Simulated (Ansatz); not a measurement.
# Direct or indirect: NaCdCl3 (Pm-3m)

Space group Pm-3m (No. 221). a = 5.217 Å, b = 5.217 Å, c = 5.217 Å, α = 90.00°, β = 90.00°, γ = 90.00°
```tsv
atom	site	symmetry	x	y	z
Cd	1b	m-3m	0.5000	0.5000	0.5000
Cl	3c	4/mm.m	0.0000	0.5000	0.5000
Na	1a	m-3m	0.0000	0.0000	0.0000
```

Method: Ansatz, PBE, independent particles, without spin-orbit coupling, line width 0.15 eV (Gaussian). The band structure gives a fundamental gap of 1.84 eV. The spectrum of vertical transitions near the edge:

```json
{"E (eV)": "1.38", "Im ε, E ∥ xyz": "0.00"}
{"E (eV)": "1.50", "Im ε, E ∥ xyz": "0.00"}
{"E (eV)": "1.62", "Im ε, E ∥ xyz": "0.00"}
{"E (eV)": "1.74", "Im ε, E ∥ xyz": "0.00"}
{"E (eV)": "1.86", "Im ε, E ∥ xyz": "0.00"}
{"E (eV)": "1.98", "Im ε, E ∥ xyz": "0.00"}
{"E (eV)": "2.10", "Im ε, E ∥ xyz": "0.00"}
{"E (eV)": "2.22", "Im ε, E ∥ xyz": "0.00"}
{"E (eV)": "2.34", "Im ε, E ∥ xyz": "0.00"}
{"E (eV)": "2.46", "Im ε, E ∥ xyz": "0.04"}
{"E (eV)": "2.58", "Im ε, E ∥ xyz": "0.17"}
{"E (eV)": "2.70", "Im ε, E ∥ xyz": "0.34"}
{"E (eV)": "2.82", "Im ε, E ∥ xyz": "0.46"}
{"E (eV)": "2.94", "Im ε, E ∥ xyz": "0.54"}
{"E (eV)": "3.06", "Im ε, E ∥ xyz": "0.59"}
{"E (eV)": "3.18", "Im ε, E ∥ xyz": "0.63"}
{"E (eV)": "3.30", "Im ε, E ∥ xyz": "0.66"}
{"E (eV)": "3.42", "Im ε, E ∥ xyz": "0.69"}
{"E (eV)": "3.54", "Im ε, E ∥ xyz": "0.71"}
{"E (eV)": "3.66", "Im ε, E ∥ xyz": "0.74"}
{"E (eV)": "3.78", "Im ε, E ∥ xyz": "0.76"}
```

Question: Is the gap direct or indirect, and about where do vertical transitions set in?

Answer: Indirect, by the band path, whose least direct gap is 2.56 eV. The curves fit this: they stay near zero above 1.84 eV and rise only from about 2.6 eV, though a forbidden direct transition would look alike. Lines are broadened by 0.15 eV, which spreads the edge, and phonons, which would give weak absorption from the fundamental gap up, are left out.

Note: cells built here by substitution need not match a known phase.

[Logs are printed without paths, hosts, clocks, repeated set-up lines and the standing remarks that a program may print on its own settings, such as how far it seeks lower states.]
